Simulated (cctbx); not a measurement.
# A disordered crystal of nominal Li2Cu

Cell a = 6.2710 Å, b = 6.2710 Å, c = 4.8570 Å, α = 90.00°, β = 90.00°, γ = 90.00°; space group I4/mcm (no. 140); nominal formula Li2Cu.

Simulated single-crystal data (cctbx): Cu Kα, λ = 1.54184 Å, to d = 0.83 Å, 80 % of the full sphere, strongest reflection 5000 counts, noise from counting, a 4 % proportional error and a noise floor of 2 counts (s.d.); no absorption, and some extinction, which the refinements don't model.

With every site full:

```text
Rint 0.033, 57 unique reflections to 0.83 A
cycle     R1     wR2    GooF  max shift (A)
   1  0.0435  0.1059   4.527   0.00444
   2  0.0117  0.0265   1.134   0.00003
final R1 0.0117 wR2 0.0265 GooF 1.134  parameters 6  data/parameter 9.5
atom        x        y        z      Ueq    occ   su(xyz)  su(Uiso or U11)
Cu1    0.00000  0.00000  0.25000   0.0164  1.000  0.00000  0.0003
Li1    0.15690  0.34310  0.00000   0.0411  1.000  0.00086  0.0023
difference map: max 0.16 min -0.26 rms 0.06
Q1    0.0986  0.2284  0.3061   32    0.17  1.58 A from Cu1
Q2    0.0762  0.4238  0.1742   16    0.14  1.11 A from Li1
Q3    0.2224  0.2776  0.5000    8    0.14  1.07 A from Li1
Q4    0.0397  0.4603  0.0000    8    0.13  1.04 A from Li1
Q5    0.0434  0.2806  0.5000   16    0.11  1.32 A from Li1
Q6    0.2418  0.2582  0.1166   16    0.09  0.94 A from Li1
```

With the occupancies of the suspect sites free, each still typed as its main element:

```text
Rint 0.033, 57 unique reflections to 0.83 A
cycle     R1     wR2    GooF  max shift (A)
   1  0.0481  0.1129   4.876   0.00046
   5  0.0103  0.0234   1.011   0.00007
final R1 0.0103 wR2 0.0234 GooF 1.011  parameters 7  data/parameter 8.1
atom        x        y        z      Ueq    occ   su(xyz)  su(Uiso or U11)
Cu1    0.00000  0.00000  0.25000   0.0164  1.000  0.00000  0.0002
Li1    0.15704  0.34296  0.00000   0.0343  0.915  0.00076  0.0026
su of occupancy Li1: 0.023
difference map: max 0.15 min -0.26 rms 0.06
Q1    0.1031  0.2265  0.3112   32    0.17  1.59 A from Cu1
Q2    0.0551  0.4449  0.0000    8    0.14  0.90 A from Li1
Q3    0.0818  0.4182  0.1627   16    0.14  1.03 A from Li1
Q4    0.2303  0.2697  0.5000    8    0.14  1.00 A from Li1
Q5    0.0442  0.2783  0.5000   16    0.10  1.33 A from Li1
Q6    0.0000  0.5000  0.2500    4    0.08  1.85 A from Li1
```

**Question.** What is the disorder?

X-rays count electrons. Li1 refines to 0.915(0.023), or 2.7 electrons; the site truly holds 0.9 Li, 2.7 electrons, which is 0.900 of Li. A value under 1 can't tell vacancies from a lighter guest, and one over 1 needs a heavier guest; chemistry or a second radiation must settle which. Occupancy correlates with U and the scale, so the match is approximate.

Freeing them takes R1 from 0.0117 to 0.0103 and GooF from 1.13 to 1.01.

The model is made up (kin elements in a known structure type, no relaxation), so it says nothing on whether the phase exists.

[Middle refinement cycles are left out of these outputs.]

[Logs are printed without paths, hosts, clocks, repeated set-up lines and the standing remarks that a program may print on its own settings, such as how far it seeks lower states.]
